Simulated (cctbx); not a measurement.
# Resonant diffraction in YbFe4B8

Space group I4/mmm (no. 139), a = 7.2040 Å, b = 7.2040 Å, c = 4.2320 Å, α = 90.00°, β = 90.00°, γ = 90.00°.

| atom | mult. | x | y | z | Ueq (Å²) |
| --- | --- | --- | --- | --- | --- |
| Yb1 | 2 | 0 | 0 | 0 | 0.0067 |
| Fe1 | 8 | 1/4 | 3/4 | 3/4 | 0.0108 |
| B1 | 8 | 0.2700 | 1/2 | 0 | 0.0133 |
| B2 | 8 | 0.8436 | 1/2 | 1/2 | 0.0169 |

The model was made for the exercise: a known structure type with other elements put in, its volume estimated, not relaxed; displacement parameters are assumed.

Calculated with cctbx: free-atom f′ and f″ from the Sasaki tables, no fine structure; amplitudes in electrons.

| E (eV) | F 1 1 0 | F 1 0 1 | F 0 4 0 | F 1 3 0 |
| --- | --- | --- | --- | --- |
| 8344 | 100.8 | 99.7 | 230.7 | 98.5 |
| 8694 | 97.1 | 96.0 | 228.8 | 94.8 |
| 8824 | 93.9 | 92.8 | 226.2 | 91.6 |
| 8884 | 91.1 | 90.0 | 223.8 | 89.0 |
| 8914 | 88.2 | 87.2 | 221.1 | 86.1 |
| 8929 | 85.3 | 84.2 | 218.4 | 83.2 |
| 8936 | 82.6 | 81.6 | 215.8 | 80.6 |
| 8940 | 79.8 | 78.8 | 213.1 | 77.8 |
| 8948 | 81.8 | 80.8 | 214.8 | 79.8 |
| 8952 | 84.8 | 83.8 | 217.8 | 82.8 |
| 8959 | 87.5 | 86.4 | 220.5 | 85.4 |
| 8974 | 90.4 | 89.4 | 223.4 | 88.3 |
| 9004 | 93.4 | 92.3 | 226.4 | 91.2 |
| 9094 | 97.0 | 96.0 | 230.2 | 94.8 |
| 9344 | 100.5 | 99.4 | 234.3 | 98.2 |

**Question.** Which edge is crossed, and why do the reflections move as they do?

The L3 edge of Yb. The edge is at 8944 eV. f′ of Yb falls from -12.1 e at 8824 eV to -19.2 e at 4 eV below it, and f″ steps from 3.74 to 10.53 e across it. Over that approach |F| changes by -15 % (1 1 0), -15 % (1 0 1), -6 % (0 4 0) and -15 % (1 3 0): a reflection falls where Yb scatters in phase with the total and rises where it scatters against it; it hardly moves where the Yb term is small or cancels by symmetry. Above the edge the larger f″ enters the imaginary part, where it can add to or cancel the other atoms' f″. The structure is centrosymmetric, so Friedel mates stay equal.
